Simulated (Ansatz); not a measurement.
# Sn wire along [110], 15 atoms a period, H-terminated: bands by functional

What gap, if any, does the Sn wire along [110], 15 atoms a period, H-terminated have, and how does it change with the functional?

Method: DFT PBE, plane waves, PAW; relaxation of a wire's period; PAW set soft_1, in the first sound run; inputs show where later runs differ, in Ansatz 0.2.0.

## Step 1: Starting point

The cell holds 27 atoms: 15 Sn and 12 H. Its edges and angles: a = 18.796 Å, b = 19.062 Å, c = 4.702 Å, α = 90.0°, β = 90.0°, γ = 90.0°. Vacuum lies along a and b. The structure's axis is c.

## Step 2: Relaxation of atoms and period

Band widths follow the bond lengths, so the wire is relaxed first. The atoms and the third cell vector are free; the box across stays fixed as vacuum. A Fermi-Dirac smearing is set since the result may be a metal. The pressure printed is a third of the stress's trace over the whole box, vacuum included; only the stress along the axis is relaxed.

Input file input.yaml:

```yaml
crystal:
  lattice:
    - [18.796, 0.0, 0.0]
    - [0.0, 19.062, 0.0]
    - [0.0, 0.0, 4.7022600949]
  atoms:
    - { symbol: Sn, position: [0.41154304, 0.623347978, 0.0] }
    - { symbol: H, position: [0.446238561, 0.821648212, 0.0] }
    - { symbol: Sn, position: [0.49999271, 0.746689183, 0.0] }
    - { symbol: Sn, position: [0.49999271, 0.500006773, 0.0] }
    - { symbol: Sn, position: [0.76534172, 0.623347978, 0.0] }
    - { symbol: H, position: [0.819095868, 0.698307007, 0.0] }
    - { symbol: H, position: [0.819095868, 0.548388949, 0.0] }
    - { symbol: H, position: [0.180889551, 0.500006773, 0.196131437] }
    - { symbol: Sn, position: [0.234643699, 0.500006773, 0.5] }
    - { symbol: H, position: [0.269339221, 0.301706539, 0.5] }
    - { symbol: H, position: [0.269339221, 0.698307007, 0.5] }
    - { symbol: Sn, position: [0.323093369, 0.376665568, 0.5] }
    - { symbol: Sn, position: [0.323093369, 0.623347978, 0.5] }
    - { symbol: Sn, position: [0.58844238, 0.253324363, 0.5] }
    - { symbol: Sn, position: [0.58844238, 0.746689183, 0.5] }
    - { symbol: Sn, position: [0.58844238, 0.500006773, 0.5] }
    - { symbol: H, position: [0.642196528, 0.178365334, 0.5] }
    - { symbol: H, position: [0.642196528, 0.821648212, 0.5] }
    - { symbol: Sn, position: [0.67689205, 0.376665568, 0.5] }
    - { symbol: Sn, position: [0.67689205, 0.623347978, 0.5] }
    - { symbol: H, position: [0.180889551, 0.500006773, 0.803868563] }
    - { symbol: Sn, position: [0.41154304, 0.376665568, 0.0] }
    - { symbol: H, position: [0.446238561, 0.178365334, 0.0] }
    - { symbol: Sn, position: [0.49999271, 0.253324363, 0.0] }
    - { symbol: Sn, position: [0.76534172, 0.376665568, 0.0] }
    - { symbol: H, position: [0.819095868, 0.301706539, 0.0] }
    - { symbol: H, position: [0.819095868, 0.451624598, 0.0] }
kpoints:
  mp_grid: { grid: [1, 1, 18] }
scf:
  occupations: { method: fermi_dirac, width: 0.05 }
hamiltonian:
  xc: pbe
  pseudopotentials: { kind: paw, azcp: { folder: soft_1 } }
relax:
  cell: { fix: [a, b, alpha, beta, gamma] }
  max_steps: 45
  f_tol: 0.03
```

Run with:

```
> ansatz run input.yaml --threads 4 --pin off --max-ram 16384MiB --backend cpu --events-out ev --progress --plain --runs-dir out
```

Numbers of over 12 decimals in the logs are rounded to 6 here.

What it wrote:

```text
Engine: ansatz 0.2.0, aarch64-unknown-linux-gnu
Pseudopotentials: kind: paw
Pseudopotential: Sn, paw, valence charge 14, recommended cutoff 420 eV (normal), soft_1/Sn.paw.azcp
Pseudopotential: H, paw, valence charge 1, recommended cutoff 420 eV (normal), soft_1/H.paw.azcp
Functional definition: PBE
  parameter kappa = 0.804
  parameter beta = 0.066725
  exchange = pbe_x(kappa = kappa, mu = beta*pi^2/3)
  correlation = pbe_c(beta = beta)
Crystal: 27 atoms, lattice volume = 1684.770 Å³
Basis set: ecut = 420 eV, 32931 PW (Γ), exchange–correlation on 256×256×64 points (8 copies of the dense FFT grid, shifted against one another)
Bands: 138, of which v1, the nominal top of the filled ones, is band 111 counted from 1 (110 counted from 0)
Symmetry: 4 space group operations
Space group: Pmm2 (ITA 25), of the structure as read, at distance tolerance 1.2e-4 Å
k-points: 10 of 18
Non-local potential: Sn, projectors of the file, l = 0: 2, l = 1: 2, l = 2: 2, l = 3: 1
Non-local potential: H, projectors of the file, l = 0: 2, l = 1: 1
PAW form: soft (Blöchl's): semilocal exchange-correlation on the pseudo side does not see the compensation charge
PAW one-centre angular grid: Sn, 590 points (default); XC on 64 Gauss nodes
PAW one-centre angular grid: H, 110 points (default); XC on 64 Gauss nodes
Initial density: superposition of atomic densities (neutral atoms: chi_scale 0, normalization atom)
Initial wavefunctions: pseudopotential atomic-orbital guess
Functional: x = pbe(κ = 0.804, μ = 0.219515), c = pbe(β = 0.066725)
SCF iter   1: F=—  HF=-90552.816687 eV  |F-HF|=—  |Δ(HF+E_count)|=         —  Δρ=2.63e-2  dr2=1.24e1  ethr=3.10e-3  ⟨swp⟩=6.8  Hψ=6018  notcnv=0  defer=63
preconditioner: auto → Resta (q_TF=auto, 1.946 Å⁻¹)  ε∞=2.0  [insulator: Δε(μ)=0.536 eV  Ē_g=7.728 eV  σ=0.050 eV  W_gap=0.99  n_scr=230 (ndim 8)  ℏωp=7.7 eV  f_vac=0.555  D(μ)=0.02/eV (n_scr^D=0)  ε∞_Penn≈2.0  vacuum switching on, ρ_ref=4.3e-3 e/Å³]
SCF iter   2: F=—  HF=-90549.957180 eV  |F-HF|=—  |Δ(HF+E_count)|=    2.86e0  Δρ=1.02e-2  dr2=2.67e0  ethr=3.10e-3  ⟨swp⟩=3.4  Hψ=2028  notcnv=0  defer=168
SCF iter   3: F=—  HF=-90549.590149 eV  |F-HF|=—  |Δ(HF+E_count)|=   3.67e-1  Δρ=4.22e-3  dr2=1.32e0  ethr=1.20e-3  ⟨swp⟩=3.7  Hψ=2022  notcnv=0  defer=173
SCF iter   4: F=—  HF=-90549.397084 eV  |F-HF|=—  |Δ(HF+E_count)|=   1.93e-1  Δρ=1.28e-3  dr2=6.63e-2  ethr=5.96e-4  ⟨swp⟩=3.8  Hψ=1647  notcnv=0  defer=173
SCF iter   5: F=—  HF=-90549.402401 eV  |F-HF|=—  |Δ(HF+E_count)|=   5.32e-3  Δρ=4.92e-4  dr2=6.18e-3  ethr=2.98e-5  ⟨swp⟩=2.4  Hψ=2006  notcnv=0  defer=170
SCF iter   6: F=—  HF=-90549.405025 eV  |F-HF|=—  |Δ(HF+E_count)|=   2.62e-3  Δρ=2.16e-4  dr2=2.99e-3  ethr=2.78e-6  ⟨swp⟩=2.0  Hψ=1544  notcnv=0  defer=170
SCF iter   7: F=—  HF=-90549.405354 eV  |F-HF|=—  |Δ(HF+E_count)|=   3.29e-4  Δρ=9.06e-5  dr2=6.55e-4  ethr=1.35e-6  ⟨swp⟩=2.0  Hψ=1426  notcnv=0  defer=170
SCF iter   8: F=—  HF=-90549.405429 eV  |F-HF|=—  |Δ(HF+E_count)|=   7.45e-5  Δρ=3.16e-5  dr2=4.80e-5  ethr=2.95e-7  ⟨swp⟩=2.0  Hψ=1426  notcnv=0  defer=170
SCF iter   9: F=—  HF=-90549.405099 eV  |F-HF|=—  |Δ(HF+E_count)|=   3.30e-4  Δρ=1.52e-5  dr2=1.09e-5  ethr=2.16e-8  ⟨swp⟩=2.0  Hψ=1739  notcnv=0  defer=170
SCF iter  10: F=—  HF=-90549.405106 eV  |F-HF|=—  |Δ(HF+E_count)|=   7.41e-6  Δρ=7.21e-6  dr2=1.61e-6  ethr=4.90e-9  ⟨swp⟩=2.0  Hψ=1571  notcnv=0  defer=170
SCF iter  11: F=—  HF=-90549.405108 eV  |F-HF|=—  |Δ(HF+E_count)|=   1.97e-6  Δρ=2.97e-6  dr2=2.14e-7  ethr=7.27e-10  ⟨swp⟩=2.0  Hψ=1571  notcnv=0  defer=170
SCF iter  12: F=-90549.405109 eV  HF=-90549.405109 eV  |F-HF|=2.14e-8  |Δ(HF+E_count)|=   4.74e-7  Δρ=9.20e-7  dr2=3.82e-8  ethr=4.50e-11  ⟨swp⟩=5.0  Hψ=4251  notcnv=0
SCF 1 converged in 12 iterations: F = -90549.405109 eV  dr2 = 3.82e-8
  greatest PAW one-centre occupation: 0.991 electrons in one spin orbital (limit 2), on the Sn atom at site 8 (counted from 0), in its partial waves of l = 2
relax step   1: F+E_penalty+E_count = -90549.40510857 eV  Δ(F+E_penalty+E_count) = +0.000e0 eV  max|allowed force component| = 2.262e-1 eV/Å  Δτ_max = 0.0000 Å  P = -0.322 GPa  Ω = 1684.770 Å³  fix = [a, b, alpha, beta, gamma]  reactions: a -0.387, b -0.391 GPa  (12 SCF iters, dr2 threshold 1.00e-7 eV, accepted)
Crystal: 27 atoms, lattice volume = 1684.755 Å³
Initial density: handed on by an earlier stage of this run
Initial wavefunctions: those handed on with the density
iter 1 solved again at ethr=1.90e-4 eV; its pass at ethr=3.10e-3 eV (dr2=4.21e-1 eV) is discarded
SCF iter   1: F=—  HF=-90549.407332 eV  |F-HF|=—  |Δ(HF+E_count)|=         —  Δρ=5.88e-3  dr2=4.26e-1  ethr=1.90e-4  ⟨swp⟩=5.7  Hψ=6425  notcnv=0  defer=1
preconditioner: auto → Resta (q_TF=auto, 1.946 Å⁻¹)  ε∞=1.5  [insulator: Δε(μ)=0.999 eV  Ē_g=18.982 eV  σ=0.050 eV  W_gap=1.00  n_scr=230 (ndim 8)  ℏωp=13.5 eV  f_vac=0.603  D(μ)=0.00/eV (n_scr^D=0)  ε∞_Penn≈1.5  vacuum switching on, ρ_ref=2.6e-2 e/Å³]
SCF iter   2: F=—  HF=-90549.345592 eV  |F-HF|=—  |Δ(HF+E_count)|=   6.17e-2  Δρ=2.83e-3  dr2=1.01e-1  ethr=1.90e-4  ⟨swp⟩=5.3  Hψ=2124  notcnv=0  defer=21
SCF iter   3: F=—  HF=-90549.366597 eV  |F-HF|=—  |Δ(HF+E_count)|=   2.10e-2  Δρ=1.18e-3  dr2=1.74e-1  ethr=4.54e-5  ⟨swp⟩=4.5  Hψ=3059  notcnv=0  defer=113
SCF iter   4: F=—  HF=-90549.336374 eV  |F-HF|=—  |Δ(HF+E_count)|=   3.02e-2  Δρ=2.73e-4  dr2=1.79e-3  ethr=4.54e-5  ⟨swp⟩=2.9  Hψ=1698  notcnv=0  defer=178
SCF iter   5: F=—  HF=-90549.336098 eV  |F-HF|=—  |Δ(HF+E_count)|=   2.75e-4  Δρ=1.05e-4  dr2=5.91e-4  ethr=8.04e-7  ⟨swp⟩=2.2  Hψ=2251  notcnv=0  defer=178
SCF iter   6: F=—  HF=-90549.336059 eV  |F-HF|=—  |Δ(HF+E_count)|=   3.96e-5  Δρ=4.56e-5  dr2=8.42e-5  ethr=2.66e-7  ⟨swp⟩=2.0  Hψ=1417  notcnv=0  defer=178
SCF iter   7: F=—  HF=-90549.336062 eV  |F-HF|=—  |Δ(HF+E_count)|=   3.48e-6  Δρ=2.50e-5  dr2=1.46e-5  ethr=3.79e-8  ⟨swp⟩=2.0  Hψ=1426  notcnv=0  defer=178
SCF iter   8: F=-90549.336066 eV  HF=-90549.336066 eV  |F-HF|=2.03e-7  |Δ(HF+E_count)|=   3.33e-6  Δρ=8.75e-6  dr2=1.58e-6  ethr=1.22e-9  ⟨swp⟩=5.2  Hψ=4555  notcnv=0
SCF 2 converged in 8 iterations: F = -90549.336066 eV  dr2 = 1.58e-6
  greatest PAW one-centre occupation: 0.990 electrons in one spin orbital (limit 2), on the Sn atom at site 15 (counted from 0), in its partial waves of l = 2
relax step   2: F+E_penalty+E_count = -90549.33606583 eV  Δ(F+E_penalty+E_count) = +6.904e-2 eV  max|allowed force component| = 7.708e-1 eV/Å  Δτ_max = 0.1902 Å  P = +0.253 GPa  Ω = 1684.755 Å³  energy of the carried Pulay correction = +1.166e-6 eV  fix = [a, b, alpha, beta, gamma]  (8 SCF iters, dr2 threshold 2.70e-6 eV, rejected (line search))
[...]
relax step   8: F+E_penalty+E_count = -90549.53454933 eV  Δ(F+E_penalty+E_count) = -3.980e-4 eV  max|allowed force component| = 1.749e-2 eV/Å  Δτ_max = 0.0416 Å  P = -0.005 GPa  Ω = 1689.071 Å³  energy of the carried Pulay correction = -3.448e-4 eV  fix = [a, b, alpha, beta, gamma]  reactions: a -0.008, b -0.011 GPa  (11 SCF iters, accepted)
Initial wavefunctions: pseudopotential atomic-orbital guess (no wavefunctions were taken with the density)
iter 1 solved again at ethr=4.89e-7 eV; its pass at ethr=3.10e-3 eV (dr2=1.09e-3 eV) is discarded
SCF iter   1: F=—  HF=-90549.533206 eV  |F-HF|=—  |Δ(HF+E_count)|=         —  Δρ=2.65e-5  dr2=3.04e-7  ethr=4.89e-7  ⟨swp⟩=4.4  Hψ=10395  notcnv=0
eigensolver tolerance schedule: the retry pair's looser diagonalisation over-reported the residual by 3571.25 of it (diagonalisation noise at 1.29 of the residual, at the tolerance the schedule requests for it); recorded, not acted on — ethr = c·dr2/N_el stays at c = 1.0e-1
preconditioner: auto → Resta (q_TF=auto, 1.945 Å⁻¹)  ε∞=1.5  [insulator: Δε(μ)=0.929 eV  Ē_g=18.913 eV  σ=0.050 eV  W_gap=1.00  n_scr=230 (ndim 8)  ℏωp=13.5 eV  f_vac=0.596  D(μ)=0.00/eV (n_scr^D=0)  ε∞_Penn≈1.5  vacuum switching on, ρ_ref=2.6e-2 e/Å³]
SCF iter   2: F=—  HF=-90549.534202 eV  |F-HF|=—  |Δ(HF+E_count)|=   9.97e-4  Δρ=1.33e-5  dr2=9.84e-8  ethr=1.37e-10  ⟨swp⟩=3.9  Hψ=3368  notcnv=0
SCF iter   3: F=—  HF=-90549.534775 eV  |F-HF|=—  |Δ(HF+E_count)|=   5.73e-4  Δρ=4.97e-6  dr2=5.40e-8  ethr=4.43e-11  ⟨swp⟩=3.7  Hψ=2893  notcnv=0
SCF iter   4: F=—  HF=-90549.534911 eV  |F-HF|=—  |Δ(HF+E_count)|=   1.36e-4  Δρ=1.03e-6  dr2=2.62e-8  ethr=2.43e-11  ⟨swp⟩=3.0  Hψ=1927  notcnv=0
SCF iter   5: F=—  HF=-90549.534919 eV  |F-HF|=—  |Δ(HF+E_count)|=   7.91e-6  Δρ=4.21e-7  dr2=8.21e-10  ethr=1.18e-11  ⟨swp⟩=2.4  Hψ=1687  notcnv=0
SCF iter   6: F=—  HF=-90549.534922 eV  |F-HF|=—  |Δ(HF+E_count)|=   2.98e-6  Δρ=1.06e-7  dr2=3.76e-10  ethr=1.00e-12  ⟨swp⟩=5.9  Hψ=4767  notcnv=0
SCF iter   7: F=-90549.534922 eV  HF=-90549.534922 eV  |F-HF|=4.47e-9  |Δ(HF+E_count)|=   3.15e-7  Δρ=2.45e-8  dr2=6.37e-11  ethr=1.00e-12  ⟨swp⟩=5.1  Hψ=4188  notcnv=0
SCF 9 converged in 7 iterations: F = -90549.534922 eV  dr2 = 6.37e-11
relax step   9: F+E_penalty+E_count = -90549.53492218 eV  Δ(F+E_penalty+E_count) = -3.729e-4 eV  max|allowed force component| = 1.750e-2 eV/Å  Δτ_max = 0.0000 Å  P = -0.005 GPa  Ω = 1689.071 Å³  fix = [a, b, alpha, beta, gamma]  reactions: a -0.008, b -0.011 GPa  stress off target by 3.58e-3 GPa on what of the cell is left free  SCF on the basis re-selected at this cell (its energy is not comparable with the rows above)  (7 SCF iters)
basis re-selected at this cell: Δ(F+E_penalty+E_count) = -3.729e-4 eV, ΔP = +0.000 GPa vs the last step (what re-selecting the basis moved, of the pressure what is left beyond the Pulay correction that the steps carried, after the strain that the cell walked since its last selection, with what the two solves' SCF thresholds leave and, on support functions, any second-order correction that the steps lacked; it is no m [...]
SCF converged after 7 iterations
Free energy (F): -90549.534922 eV
Harris-Foulkes:  -90549.534922 eV  (|F-HF|=4.47e-9)
Internal energy: -90549.534911 eV  (E = F + TS)
E sigma→0 (E₀):  -90549.534917 eV
Entropy (-TS):   -0.000011 eV (-0.000 meV/atom)
Fermi energy:    -0.581755 eV
--- Per-component energies (eV) ---
  E_band       = -3665.359158
  E_kinetic    = 2666.934157
  E_local      = -92014.992243  (includes V_loc(G=0)·N_el)
  E_nonlocal   = 2179.898377
  E_hartree    = 44853.070606
  E_xc         = -1977.745770
  E_vxc        = -1319.638289  (∫ρ·V_xc dr)
  E_paw        = -65561.306567  (= ΣΔE_a)
  E_vpaw       = -4883.696586  (= ΣTr[D̂ρ^β])
  E_aug_tail   = -0.006138  (compensation charges beyond the density's cutoff)
  E_ewald      = 19304.612666
  E_smearing   = -0.000011  (= −TS)
  E_closure    = 0.000000  (closes the sum)
  Σ components = -90549.534922   (vs F -90549.534922, Δ=0.00e0)
--- Forces (eV/Å), atoms counted from 1 ---
  atom   1  Sn    -0.00326743     0.00918241     0.00000000
  atom   2  H     -0.00088387    -0.00183788     0.00000000
  atom   3  Sn     0.00156650     0.00096507     0.00000000
  atom   4  Sn    -0.00202290     0.00000000     0.00000000
  atom   5  Sn     0.01749980     0.00212251     0.00000000
  atom   6  H     -0.00904423    -0.01255635     0.00000000
  atom   7  H     -0.01104506     0.01049682     0.00000000
  atom   8  H      0.00324714    -0.00000000    -0.00017352
  atom   9  Sn     0.00468753    -0.00000000     0.00000000
  atom  10  H      0.00246504    -0.00039533     0.00000000
  atom  11  H      0.00246504     0.00039533     0.00000000
  atom  12  Sn    -0.00476553     0.00341764     0.00000000
  atom  13  Sn    -0.00476553    -0.00341764     0.00000000
  atom  14  Sn    -0.00079639     0.00752208     0.00000000
  atom  15  Sn    -0.00079639    -0.00752208     0.00000000
  atom  16  Sn    -0.00297167     0.00000000     0.00000000
  atom  17  H      0.00277911     0.00552729     0.00000000
  atom  18  H      0.00277911    -0.00552729     0.00000000
  atom  19  Sn     0.00239804    -0.01197818     0.00000000
  atom  20  Sn     0.00239804     0.01197818     0.00000000
  atom  21  H      0.00324714    -0.00000000     0.00017352
  atom  22  Sn    -0.00326743    -0.00918241     0.00000000
  atom  23  H     -0.00088387     0.00183788     0.00000000
  atom  24  Sn     0.00156650    -0.00096507     0.00000000
  atom  25  Sn     0.01749980    -0.00212251     0.00000000
  atom  26  H     -0.00904423     0.01255635     0.00000000
  atom  27  H     -0.01104506    -0.01049682     0.00000000
  max |Σ_I F_I| component: 8.14e-7 eV/Å
--- Stress (GPa, compression-positive) ---
       -0.008138       0.000000      -0.000000
        0.000000      -0.011007      -0.000000
       -0.000000      -0.000000       0.003577
  P = ⅓ Tr σ = -0.0052 GPa (-0.052 kbar)
--- Relaxed structure (8 steps of the walk, 7 accepted, 1 SCFs on fresh bases) ---
  F+E_penalty+E_count = -90549.53492218 eV   max|allowed force component| = 1.750e-2 eV/Å   (the final SCF, on the basis selected at the relaxed cell)
  cell:  # Å, volume = 1689.0706 Å³
    - [18.796, 0.0, 0.0]
    - [0.0, 19.062, 0.0]
    - [0.0, 0.0, 4.714264]
  atoms:
    - { symbol: Sn, position: [0.413185, 0.621731, 0.0] }
    - { symbol: H, position: [0.446096, 0.817389, 0.0] }
    - { symbol: Sn, position: [0.500687, 0.743549, 0.0] }
    - { symbol: Sn, position: [0.502335, 0.500000, 0.0] }
    - { symbol: Sn, position: [0.761297, 0.631927, 0.0] }
    - { symbol: H, position: [0.806775, 0.711247, 0.0] }
    - { symbol: H, position: [0.825465, 0.566493, 0.0] }
    - { symbol: H, position: [0.182574, 0.500000, 0.204981] }
    - { symbol: Sn, position: [0.237396, 0.500000, 0.5] }
    - { symbol: H, position: [0.274638, 0.304686, 0.5] }
    - { symbol: H, position: [0.274638, 0.695314, 0.5] }
    - { symbol: Sn, position: [0.326849, 0.380261, 0.5] }
    - { symbol: Sn, position: [0.326849, 0.619739, 0.5] }
    - { symbol: Sn, position: [0.585567, 0.256411, 0.5] }
    - { symbol: Sn, position: [0.585567, 0.743589, 0.5] }
    - { symbol: Sn, position: [0.590448, 0.500000, 0.5] }
    - { symbol: H, position: [0.639068, 0.181733, 0.5] }
    - { symbol: H, position: [0.639068, 0.818267, 0.5] }
    - { symbol: Sn, position: [0.676410, 0.375977, 0.5] }
    - { symbol: Sn, position: [0.676410, 0.624023, 0.5] }
    - { symbol: H, position: [0.182574, 0.500000, 0.795019] }
    - { symbol: Sn, position: [0.413185, 0.378269, 0.0] }
    - { symbol: H, position: [0.446096, 0.182611, 0.0] }
    - { symbol: Sn, position: [0.500687, 0.256451, 0.0] }
    - { symbol: Sn, position: [0.761297, 0.368073, 0.0] }
    - { symbol: H, position: [0.806775, 0.288753, 0.0] }
    - { symbol: H, position: [0.825465, 0.433507, 0.0] }
```

Wall time 11 min (4 threads of Arm Neoverse V1, shared host); peak memory 4.5 GiB.

Step by step:

```
step  energy less that of the first step (eV)  largest force component (eV/Å)  pressure (GPa)  volume (Å³)
   1                                   0.0000                          0.2262           -0.32      1684.77
   2                                   0.0690                          0.7708            0.25      1684.76
   3                                  -0.0949                          0.0690           -0.11      1685.81
   4                                  -0.1141                          0.0305           -0.01      1688.76
   5                                  -0.1198                          0.0261            0.01      1689.88
   6                                  -0.1265                          0.0405            0.01      1690.18
   7                                  -0.1290                          0.0126            0.00      1688.83
   8                                  -0.1294                          0.0175           -0.01      1689.07
  9*                                  -0.1298                          0.0175           -0.01      1689.07
```

Relaxation steps marked * repeat the geometry before them on a plane-wave basis chosen anew for their cell, so energy and pressure can jump there. Relaxation step 2 was tried and not accepted.

Forces are held to the 4 operations that the run works with; a distortion that breaks them can't arise in this run.

```
cell as run  before  after  change
      c (Å)   4.702  4.714  +0.3 %
```

The atoms that moved most (Å, along periodic axes as changes of fractional coordinates times the final cell, across vacuum about the mean position):

```
atom      dx      dy     dz  length
 H27   0.120  -0.345  0.000   0.365
  H7   0.120   0.345  0.000   0.365
  H6  -0.232   0.247  0.000   0.338
 H26  -0.232  -0.247  0.000   0.338
 Sn5  -0.076   0.164  0.000   0.180
Sn25  -0.076  -0.164  0.000   0.180
 H10   0.100   0.057  0.000   0.115
 H11   0.100  -0.057  0.000   0.115
```

This step gave:

```yaml
cell_length_along_the_wire: 4.714 Å
```

The cell's length comes to 4.714 Å with spin left out.

[end of part 1 of 2]

[Logs are printed without paths, hosts, clocks, repeated set-up lines and the standing remarks that a program may print on its own settings, such as how far it seeks lower states.]

[Hosts, paths, dates, database ids (printed as entryN), source tags and the programs' standing remarks are cut or masked in the printed files.]
